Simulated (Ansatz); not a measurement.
**CdCu2GeSe4 (I-42m): converging the G0W0 gap**

How do accuracy and time trade against each other in G0W0 on CdCu2GeSe4 (I-42m)?

Main program and level: Ansatz 0.2.0; G0W0 on r2SCAN, plane waves, PAW; PAW set soft_1.

In doubt: one-shot GW on d or f shells is unsure (steps 2, 3, 4), so the values of those runs are not to be relied on.

## Step 1: Set-up

Symmetry: I-42m, No. 121, tetragonal system. The conventional cell has a = 5.748 Å, b = 5.748 Å, c = 11.053 Å, α = 90.00°, β = 90.00°, γ = 90.00°. Nearest to Cd lie 4 Se at 2.65 Å. Nearest to Cu lie 4 Se at 2.41 Å. Nearest to Ge lie 4 Se at 2.38 Å. Nearest to Se lie 1 Ge at 2.38 Å and 2 Cu at 2.41 Å and 1 Cd at 2.65 Å. Farther neighbours and most contacts between anions are not listed.

As a file:

```cif
data_structure
_symmetry_space_group_name_H-M 'P 1'
_symmetry_Int_Tables_number 1
_cell_length_a 6.8604
_cell_length_b 6.8604
_cell_length_c 6.8604
_cell_angle_alpha 130.464
_cell_angle_beta 130.464
_cell_angle_gamma 72.665
_cell_volume 182.61
loop_
_atom_site_label
_atom_site_type_symbol
_atom_site_fract_x
_atom_site_fract_y
_atom_site_fract_z
_atom_site_occupancy
Cd1 Cd 0.00000 0.00000 0.00000 1
Cu2 Cu 0.25000 0.75000 0.50000 1
Cu3 Cu 0.75000 0.25000 0.50000 1
Ge4 Ge 0.50000 0.50000 0.00000 1
Se5 Se 0.40420 0.40420 0.54100 1
Se6 Se 0.59580 0.13680 0.00000 1
Se7 Se 0.86320 0.86320 0.45900 1
Se8 Se 0.13680 0.59580 0.00000 1
```

The cell and positions come from the Crystallography Open Database and are kept as given unless a step says otherwise.

## Step 2: 151 empty bands, screening to 51 eV

Now the one-shot GW correction: screening in the RPA, then the self-energy of the levels asked for. This step takes PAW set soft_1 files.

Contents of input.yaml:

```yaml
crystal:
  lattice:
    - [-2.8741, 2.8741, 5.52665]
    - [2.8741, -2.8741, 5.52665]
    - [2.8741, 2.8741, -5.52665]
  atoms:
    - { symbol: Cd, position: [0.0, 0.0, 0.0] }
    - { symbol: Cu, position: [0.25, 0.75, 0.5] }
    - { symbol: Cu, position: [0.75, 0.25, 0.5] }
    - { symbol: Ge, position: [0.5, 0.5, 0.0] }
    - { symbol: Se, position: [0.4042, 0.4042, 0.541] }
    - { symbol: Se, position: [0.5958, 0.1368, 0.0] }
    - { symbol: Se, position: [0.8632, 0.8632, 0.459] }
    - { symbol: Se, position: [0.1368, 0.5958, 0.0] }
kpoints:
  mp_grid: { grid: [4, 4, 4] }
hamiltonian:
  xc: r2scan
  pseudopotentials: { kind: paw, azcp: { folder: soft_1 } }
scf:
  occupations: { method: fixed }
gw:
  n_empty_bands: 151
  ecut_chi: 51
  qp_bands: [v2, c2]
  qp_kpoints: band_edges
  screening: { model: contour_deformation }
```

Command:

```sh
ansatz run input.yaml --threads 24 --pin off --max-ram 82944MiB --backend cuda --events-out ev --progress --plain --runs-dir out --devices 1 --max-vram 78GiB
```

Numbers of over 12 decimals in the logs are rounded to 6 here.

What it wrote:

```text
GPUs: using 1 of 1 available (devices: 1).
Engine: ansatz 0.2.0, aarch64-unknown-linux-gnu
Pseudopotentials: kind: paw
Pseudopotential: Cd, paw, valence charge 20, recommended cutoff 500 eV (meta_gga), soft_1/Cd.paw.azcp
Pseudopotential: Cu, paw, valence charge 19, recommended cutoff 500 eV (meta_gga), soft_1/Cu.paw.azcp
Pseudopotential: Ge, paw, valence charge 14, recommended cutoff 500 eV (meta_gga), soft_1/Ge.paw.azcp
Pseudopotential: Se, paw, valence charge 16, recommended cutoff 500 eV (meta_gga), soft_1/Se.paw.azcp
Functional definition: r2SCAN
  parameter k0 = 0.174
  parameter k1 = 0.065
  parameter a1 = 4.9479
  exchange = r2scan_x(k0 = k0, k1 = k1, a1 = a1)
  correlation = r2scan_c
[...]
Crystal: 8 atoms, lattice volume = 182.610 Å³
Basis set: ecut = 500 eV, 4661 PW (Γ), exchange–correlation on 216×216×216 points (64 copies of the dense FFT grid, shifted against one another)
Bands: 82, of which v1, the nominal top of the filled ones, is band 68 counted from 1 (67 counted from 0)
Symmetry: 8 space group operations
Space group: I-42m (ITA 121), of the structure as read, at distance tolerance 5.7e-5 Å
k-points: 13 of 64 (time reversal used)
Non-local potential: Cd, projectors of the file, l = 0: 3, l = 1: 2, l = 2: 2, l = 3: 1
Non-local potential: Cu, projectors of the file, l = 0: 3, l = 1: 2, l = 2: 3, l = 3: 1
Non-local potential: Ge, projectors of the file, l = 0: 2, l = 1: 2, l = 2: 3, l = 3: 1
Non-local potential: Se, projectors of the file, l = 0: 2, l = 1: 2, l = 2: 3, l = 3: 1
PAW form: soft (Blöchl's): semilocal exchange-correlation on the pseudo side does not see the compensation charge
PAW frozen core: Cd, regenerated for the run's functional (the file was generated under x = pbe(κ = 0.804, μ = 0.219515), c = pbe(β = 0.066725))
PAW frozen core: Cu, regenerated for the run's functional (the file was generated under x = pbe(κ = 0.804, μ = 0.219515), c = pbe(β = 0.066725))
PAW frozen core: Ge, regenerated for the run's functional (the file was generated under x = pbe(κ = 0.804, μ = 0.219515), c = pbe(β = 0.066725))
PAW frozen core: Se, regenerated for the run's functional (the file was generated under x = pbe(κ = 0.804, μ = 0.219515), c = pbe(β = 0.066725))
PAW one-centre angular grid: Cd, 590 points (default); XC on 160 Gauss nodes
PAW one-centre angular grid: Cu, 590 points (default); XC on 160 Gauss nodes
PAW one-centre angular grid: Ge, 590 points (default); XC on 160 Gauss nodes
[...]
Initial density: superposition of atomic densities (chi_scale 0.1, normalization cell, long waves kept (reshape's long-wave potential 0.02 eV rms))
Initial wavefunctions: pseudopotential atomic-orbital guess
[...]
Functional: x = r2scan, c = r2scan; τ floored in thin density (d = 2e-4 eV/Å³)
SCF iter   1: F=—  HF=-47750.946575 eV  |F-HF|=—  |Δ(HF+E_count)|=         —  Δρ=6.11e-2  dr2=6.21e0  dr2_τ=1.33e-2  ethr=3.10e-3  ⟨swp⟩=4.8  Hψ=3097  notcnv=0  defer=150
preconditioner: auto → Resta (q_TF=auto, 2.598 Å⁻¹)  ε∞=4.6  [insulator: Δε(μ)=0.503 eV  Ē_g=11.368 eV  n_scr=60 (ndim 8)  ℏωp=21.6 eV  f_vac=0.093  ε∞_Penn≈4.6]
SCF iter   2: F=—  HF=-47749.826864 eV  |F-HF|=—  |Δ(HF+E_count)|=    1.12e0  Δρ=4.21e-2  dr2=1.89e0  dr2_τ=4.20e-2  ethr=3.10e-3  ⟨swp⟩=2.6  Hψ=2080  notcnv=0  defer=126
SCF iter   3: F=—  HF=-47749.693730 eV  |F-HF|=—  |Δ(HF+E_count)|=   1.33e-1  Δρ=2.50e-2  dr2=9.65e-1  dr2_τ=1.88e-2  ethr=1.39e-3  ⟨swp⟩=2.0  Hψ=2159  notcnv=0  defer=145
SCF iter   4: F=—  HF=-47749.523070 eV  |F-HF|=—  |Δ(HF+E_count)|=   1.71e-1  Δρ=8.02e-3  dr2=8.68e-2  dr2_τ=6.74e-4  ethr=7.09e-4  ⟨swp⟩=2.0  Hψ=1406  notcnv=0  defer=148
SCF iter   5: F=—  HF=-47749.542044 eV  |F-HF|=—  |Δ(HF+E_count)|=   1.90e-2  Δρ=2.73e-3  dr2=1.06e-2  dr2_τ=4.97e-4  ethr=6.38e-5  ⟨swp⟩=2.2  Hψ=1400  notcnv=0  defer=152
SCF iter   6: F=—  HF=-47749.540002 eV  |F-HF|=—  |Δ(HF+E_count)|=   2.04e-3  Δρ=8.66e-4  dr2=9.63e-4  dr2_τ=4.06e-5  ethr=7.77e-6  ⟨swp⟩=2.0  Hψ=1759  notcnv=0  defer=155
[...]
SCF iter  11: F=—  HF=-47749.540694 eV  |F-HF|=—  |Δ(HF+E_count)|=   1.25e-7  Δρ=8.60e-6  dr2=1.00e-7  dr2_τ=9.76e-10  ethr=7.35e-11  ⟨swp⟩=10.2  Hψ=4715  notcnv=0
[...]
SCF 1 converged in 13 iterations: F = -47749.540694 eV  dr2 = 9.42e-9
[...]
SCF converged after 13 iterations
[...]
k-point 12: bands = ["-106.8200", "-106.8200", "-96.9432", "-62.6951", "-62.6951", "-62.6951", "-62.6951", "-62.6338", "-62.6338", "-57.1224", "-57.0782", "-57.0782", "-40.3083", "-40.3076", "-40.3076", "-40.3076", "-40.2749", "-40.2747", "-40.2744", "-40.2744", "-40.2547", "-40.2546", "-40.2546", "-40.2544", "-40.1565", "-40.1565", "-40.1562", "-40.1562", "-40.1562", "-40.1560", "-40.1560", "-40.1560", "-17.6891", [...]
--- G₀W₀: contour deformation, 8 samples at zero and on the imaginary axis and 2 off it, 64 q-points, 151 empty bands' worth ---
  eigenvalues of the whole cell's RPA ε∞ on this k-mesh (on a slab, of 1 + 4πα/V) = 85.5973, 85.5973, 94.5675; static W/v taken at q = 0 is 0.011324
  gw.qp_kpoints: band_edges: 8 of 13 stored k-points solved, in 1 pass; an edge of the gap read off the rows below is read off those points alone
    valence top: of the k-points left out ik 11 came nearest to being solved in a further pass, in band 68 (counted from 1, as in the quasiparticle table): it holds the edge there only if its correction is more favourable than any solved in that band by at least 0.513 eV; those differ by 0.080 eV
    conduction bottom: of the k-points left out ik 4 came nearest to being solved in a further pass, in band 69 (counted from 1, as in the quasiparticle table): it holds the edge there only if its correction is more favourable than any solved in that band by at least 1.122 eV; those differ by 0.091 eV
  `?` marks the rows in doubt; gw_qp.tsv's column doubts and the gw_qp event give each row's grounds
    ik  band        ε_KS         Σx   Σc(E_QP)       V_xc       Z   E_QP_lin       E_QP  E_QP is
     0    67      8.6074   -32.5386     4.6395   -27.8105  0.6634     8.5180     8.5189  root
     0    68      8.6074   -32.5386     4.6395   -27.8105  0.6634     8.5180     8.5189  root
     0    69      8.8507   -12.4759    -2.7918   -15.6983  0.7217     9.3240     9.2812  root
     0    70     10.6283    -9.1425    -3.2772   -12.5791  0.7238    10.7912    10.7877  root
     1    67      7.7988   -33.3201     5.2517   -27.9118  0.6386     7.6388     7.6423  root
     1    68      8.4220   -32.7155     4.8669   -27.7290  0.6583     8.3006     8.3024  root
     1    69      9.9809   -13.3802    -2.9531   -16.8546  0.7078    10.5865    10.5022  root ?
     1    70     11.2494   -10.3412    -3.6135   -14.3724  0.7127    11.7069    11.6670  root
     2    67      8.2444   -33.2512     5.2541   -27.8290  0.6506     8.0723     8.0763  root
     2    68      8.2792   -32.7610     4.9610   -27.6724  0.6562     8.1496     8.1517  root
     2    69      9.3316   -13.1952    -2.7754   -16.4310  0.7152     9.8453     9.7919  root
     2    70     10.8806    -9.7002    -3.8501   -14.0227  0.7134    11.4134    11.3529  root
     3    67      8.1457   -33.3155     5.1002   -28.0774  0.6491     8.0053     8.0079  root
     3    68      8.3654   -32.1423     4.6316   -27.4178  0.6600     8.2715     8.2725  root
     3    69     10.0280   -14.2893    -2.7451   -17.5460  0.7065    10.6172    10.5396  root ?
     3    70     11.2610    -9.7034    -3.5788   -13.6376  0.7137    11.6417    11.6164  root
     6    67      8.1681   -32.3166     4.8315   -27.3736  0.6549     8.0551     8.0567  root
     6    68      8.2565   -33.1759     5.1175   -27.9080  0.6517     8.1031     8.1061  root
     6    69      9.8438   -13.2082    -2.9049   -16.5991  0.7109    10.3946    10.3298  root
     6    70     11.0794   -10.6789    -3.4957   -14.5548  0.7138    11.4899    11.4594  root
     7    67      8.0611   -34.1476     5.5499   -28.4033  0.6412     7.8610     7.8667  root
     7    68      8.2348   -33.1532     5.2434   -27.7413  0.6504     8.0623     8.0663  root
     7    69      9.7328   -13.2313    -2.8819   -16.6324  0.7101    10.3347    10.2520  root ?
     7    70     10.5114    -9.4151    -3.7213   -13.5496  0.7233    10.9634    10.9245  root
     8    67      8.2315   -33.3405     5.0822   -28.1110  0.6502     8.0813     8.0843  root
     8    68      8.2315   -33.3405     5.0822   -28.1110  0.6502     8.0813     8.0843  root
     8    69     10.1093   -15.7243    -2.3851   -18.5723  0.7037    10.6260    10.5722  root
     8    70     10.7707    -9.8506    -3.3766   -13.5227  0.7174    11.0815    11.0662  root
     9    67      7.7139   -34.2926     5.6894   -28.4080  0.6296     7.5128     7.5187  root
     9    68      8.2378   -33.4217     5.0800   -28.2034  0.6521     8.0970     8.0996  root
     9    69     10.3416   -15.5788    -2.6990   -18.7799  0.6973    10.9168    10.8437  root ?
     9    70     11.1945    -9.4563    -3.4947   -13.2367  0.7166    11.4943    11.4802  root
```

Elapsed: 8.3 s, on 1 × NVIDIA GB200 (shared by 2 runs) with 24 threads of Arm Neoverse V2, shared host; peak memory 2.3 GiB; 27 s of CPU time.

In the SCF lines HF is the Harris–Foulkes energy and dr2 the Hartree energy of the density residual, in eV; the loop may stop once dr2 is under the threshold and the program's other checks hold. Hψ counts applications of the Hamiltonian.

Numbers from this step:

* bands summed: 219
* RPA ε∞ on this mesh (eigenvalues): 85.60, 85.60, 94.57
* plane waves in the screening matrix: 147
* q-points in the mesh: 64
* G0W0 gap on the mesh: 0.7623 eV
* k of the valence top: 0, 0, 0
* k of the conduction bottom: 0, 0, 0
* starting gap on the mesh: 0.2433 eV
* Z at the valence top: 0.6634
* Z at the conduction bottom: 0.7217
* least direct G0W0 gap on the computed points: 0.7623 eV

The gap on the mesh goes from 0.24 eV to 0.76 eV, a correction of +0.52 eV. Between the two edge states, bare exchange in place of the xc potential would open the gap by 7.95 eV, and correlation takes back 7.43 eV.

## Step 3: 427 empty bands, screening to 102 eV

Another rung: the empty bands reach about as high as the screening cutoff, so the two stay in balance.

Edit input.yaml of step 2 so:

```diff
@@ -22,4 +22,4 @@
 gw:
-  n_empty_bands: 151
-  ecut_chi: 51
+  n_empty_bands: 427
+  ecut_chi: 102
   qp_bands: [v2, c2]
```

What it wrote:

```text
GPUs: using 1 of 1 available (devices: 1).
[...]
Crystal: 8 atoms, lattice volume = 182.610 Å³
Basis set: ecut = 500 eV, 4661 PW (Γ), exchange–correlation on 216×216×216 points (64 copies of the dense FFT grid, shifted against one another)
Bands: 82, of which v1, the nominal top of the filled ones, is band 68 counted from 1 (67 counted from 0)
[... 1 set-up line as in the run before ...]
[...]
k-points: 13 of 64 (time reversal used)
[...]
SCF iter   1: F=—  HF=-47750.946575 eV  |F-HF|=—  |Δ(HF+E_count)|=         —  Δρ=6.11e-2  dr2=6.21e0  dr2_τ=1.33e-2  ethr=3.10e-3  ⟨swp⟩=4.8  Hψ=3097  notcnv=0  defer=150
[...]
SCF iter   6: F=—  HF=-47749.540002 eV  |F-HF|=—  |Δ(HF+E_count)|=   2.04e-3  Δρ=8.66e-4  dr2=9.63e-4  dr2_τ=4.06e-5  ethr=7.77e-6  ⟨swp⟩=2.0  Hψ=1759  notcnv=0  defer=155
[...]
SCF iter  11: F=—  HF=-47749.540694 eV  |F-HF|=—  |Δ(HF+E_count)|=   1.25e-7  Δρ=8.60e-6  dr2=1.00e-7  dr2_τ=9.76e-10  ethr=7.35e-11  ⟨swp⟩=10.2  Hψ=4715  notcnv=0
[...]
SCF 1 converged in 13 iterations: F = -47749.540694 eV  dr2 = 9.42e-9
[...]
SCF converged after 13 iterations
[...]
bands read: the sum over 495 bands ends inside a degenerate multiplet in 1 slot, whose members it reads at an even weight; the widest, k=0: bands 495 to 496 (counted from 1) at 1/2 each
[...]
0    67      8.6074   -32.5386     4.7255   -27.8105  0.6579     8.6049     8.6049  root
     0    68      8.6074   -32.5386     4.7255   -27.8105  0.6579     8.6049     8.6049  root
     0    69      8.8507   -12.4759    -3.0284   -15.6983  0.7189     9.0498     9.0445  root
     0    70     10.6283    -9.1425    -3.4056   -12.5791  0.7222    10.6594    10.6593  root
     1    67      7.7988   -33.3201     5.4013   -27.9118  0.6337     7.7919     7.7919  root
     1    68      8.4220   -32.7155     4.9637   -27.7290  0.6530     8.3992     8.3993  root
     1    69      9.9809   -13.3802    -3.1825   -16.8546  0.7040    10.2875    10.2728  root
     1    70     11.2494   -10.3412    -3.8506   -14.3724  0.7100    11.4346    11.4298  root
[...]
9    67      7.7139   -34.2926     5.8598   -28.4080  0.6248     7.6891     7.6892  root
     9    68      8.2378   -33.4217     5.2022   -28.2034  0.6470     8.2217     8.2217  root
     9    69     10.3416   -15.5788    -2.8732   -18.7799  0.6930    10.6895    10.6695  root
     9    70     11.1945    -9.4563    -3.6879   -13.2367  0.7145    11.2880    11.2870  root
```

The job ended after 28 s (1 × NVIDIA GB200 (shared by 2 runs) with 24 threads; peak memory 3.2 GiB).

This step gave:

| Item | Value |
| --- | --- |
| bands summed | 495 |
| RPA ε∞ on this mesh (eigenvalues) | 85.09, 85.09, 93.94 |
| plane waves in the screening matrix | 437 |
| q-points in the mesh | 64 |
| G0W0 gap on the mesh | 0.4396 eV |
| k of the valence top | 0, 0, 0 |
| k of the conduction bottom | 0, 0, 0 |
| starting gap on the mesh | 0.2433 eV |
| Z at the valence top | 0.6579 |
| Z at the conduction bottom | 0.7189 |
| least direct G0W0 gap on the computed points | 0.4396 eV |

Against the run with 4×4×4 mesh, 151 empty bands, screening to 51 eV, PAW set soft_1 files, the gap moves by −0.32 eV.

## Step 4: 919 empty bands, screening to 170 eV

Edit input.yaml of step 3 so:

```diff
@@ -22,4 +22,4 @@
 gw:
-  n_empty_bands: 427
-  ecut_chi: 102
+  n_empty_bands: 919
+  ecut_chi: 170.0
   qp_bands: [v2, c2]
```

What it wrote:

```text
GPUs: using 1 of 1 available (devices: 1).
[...]
Crystal: 8 atoms, lattice volume = 182.610 Å³
Basis set: ecut = 500 eV, 4661 PW (Γ), exchange–correlation on 216×216×216 points (64 copies of the dense FFT grid, shifted against one another)
Bands: 82, of which v1, the nominal top of the filled ones, is band 68 counted from 1 (67 counted from 0)
[... 1 set-up line as in the run before ...]
[...]
k-points: 13 of 64 (time reversal used)
[...]
1    69      9.9809   -13.3802    -3.3532   -16.8546  0.7036    10.1039    10.1021  root
     1    70     11.2494   -10.3412    -3.9793   -14.3724  0.7098    11.3015    11.3012  root
[...]
9    67      7.7139   -34.2926     5.8398   -28.4080  0.6234     7.6689     7.6691  root
     9    68      8.2378   -33.4217     5.1587   -28.2034  0.6457     8.1778     8.1782  root
     9    69     10.3416   -15.5788    -3.0180   -18.7799  0.6922    10.5294    10.5246  root
     9    70     11.1945    -9.4563    -3.7894   -13.2367  0.7144    11.1856    11.1856  root
[key lines of the parts left out:]
SCF converged after 13 iterations
```

The job ended after 96 s (1 × NVIDIA GB200 (shared by 2 runs) with 24 threads; peak memory 5.2 GiB).

Numbers from this step:

```
bands summed                                 : 987
RPA ε∞ on this mesh (eigenvalues)            : 85.07, 85.07, 93.91
plane waves in the screening matrix          : 935
G0W0 gap on the mesh                         : 0.3292 eV
k of the valence top                         : 0, 0, 0
k of the conduction bottom                   : 0, 0, 0
starting gap on the mesh                     : 0.2433 eV
least direct G0W0 gap on the computed points : 0.3292 eV
```

Against the run with 4×4×4 mesh, 427 empty bands, screening to 102 eV, PAW set soft_1 files, the gap moves by −0.11 eV.

## Step 5: The runs together

Times are wall times on 1 × NVIDIA GB200 (shared by 2 runs) with 24 threads of Arm Neoverse V2, shared host, good to a factor of about two.

| mesh | files | frequency | bands summed | cutoff (eV) | start (eV) | G0W0 (eV) | time | host memory (GiB) |
| --- | --- | --- | --- | --- | --- | --- | --- | --- |
| 4×4×4 | PAW set soft_1 | contour deformation | 219 | 51 | 0.243 | 0.762 | 8.3 s | 2.3 |
| 4×4×4 | PAW set soft_1 | contour deformation | 495 | 102 | 0.243 | 0.440 | 28 s | 3.2 |
| 4×4×4 | PAW set soft_1 | contour deformation | 987 | 170 | 0.243 | 0.329 | 96 s | 5.2 |

The parts of the quasiparticle energy at the two band edges (eV; QP = start + Σx + Σc − Vxc):

| run | edge | start | Σx | Σc | Vxc | Z | QP |
| --- | --- | --- | --- | --- | --- | --- | --- |
| 219 bands | valence top | 8.61 | -32.54 | 4.64 | -27.81 | 0.66 | 8.52 |
| 219 bands | conduction bottom | 8.85 | -12.48 | -2.79 | -15.70 | 0.72 | 9.28 |
| 495 bands | valence top | 8.61 | -32.54 | 4.73 | -27.81 | 0.66 | 8.60 |
| 495 bands | conduction bottom | 8.85 | -12.48 | -3.03 | -15.70 | 0.72 | 9.04 |
| 987 bands | valence top | 8.61 | -32.54 | 4.67 | -27.81 | 0.66 | 8.55 |
| 987 bands | conduction bottom | 8.85 | -12.48 | -3.20 | -15.70 | 0.72 | 8.88 |

## Step 6: Results

| Property | Result |
| --- | --- |
| 219 bands, 51 eV | 0.762 eV |
| 495 bands, 102 eV | 0.440 eV |
| 987 bands, 170 eV | 0.329 eV |
| estimated limit in bands and cutoff | 0.22 eV |
| mesh and start | 4×4×4, r2SCAN |

A line in one over the bands through the two highest rungs gives 0.22 eV, −0.11 eV from the top rung; the pair below gives 0.18 eV, in fair agreement. The rungs stand 0.54 eV (219 bands), 0.22 eV (495 bands) and 0.11 eV (987 bands) from it. From 219 to 987 bands the gap moves by −0.43 eV while the time grows 12-fold. Σc changes by +0.03 eV at the valence top and −0.41 eV at the conduction bottom, so the conduction edge carries most of the change. The 4×4×4 mesh is coarse for this cell (its supercell is 27 Å along the shortest edge). The RPA ε∞ on it, from the r2SCAN start, is 85.07 and 93.91; such meshes misread the long-range screening, most where the gap is narrow. The RPA ε∞ on this mesh reaches over 25; with a narrow direct gap a coarse mesh can overstate it, and the correction is then too small. A d shell, filled or nearly so, lies near the gap. One-shot GW converges very slowly in bands there, not always from below, and on a semilocal start the gap tends to come out low; starts rich in exact exchange can overshoot instead. The many-body steps are scalar-relativistic: spin-orbit coupling is not in them.

[Paths, hosts, dates, memory and timing lines, banners, echoed tables and standing remarks are left out of the program output.]

[Logs are printed without paths, hosts, clocks, repeated set-up lines and the standing remarks that a program may print on its own settings, such as how far it seeks lower states.]

[Runs of the session that timed out or met a known fault of the program may be left out.]

[Cells called generated may have been cut or substituted from an entry of the Crystallography Open Database or the Materials Project.]

[Hosts, paths, dates, database ids (printed as entryN), source tags and the programs' standing remarks are cut or masked in the printed files.]
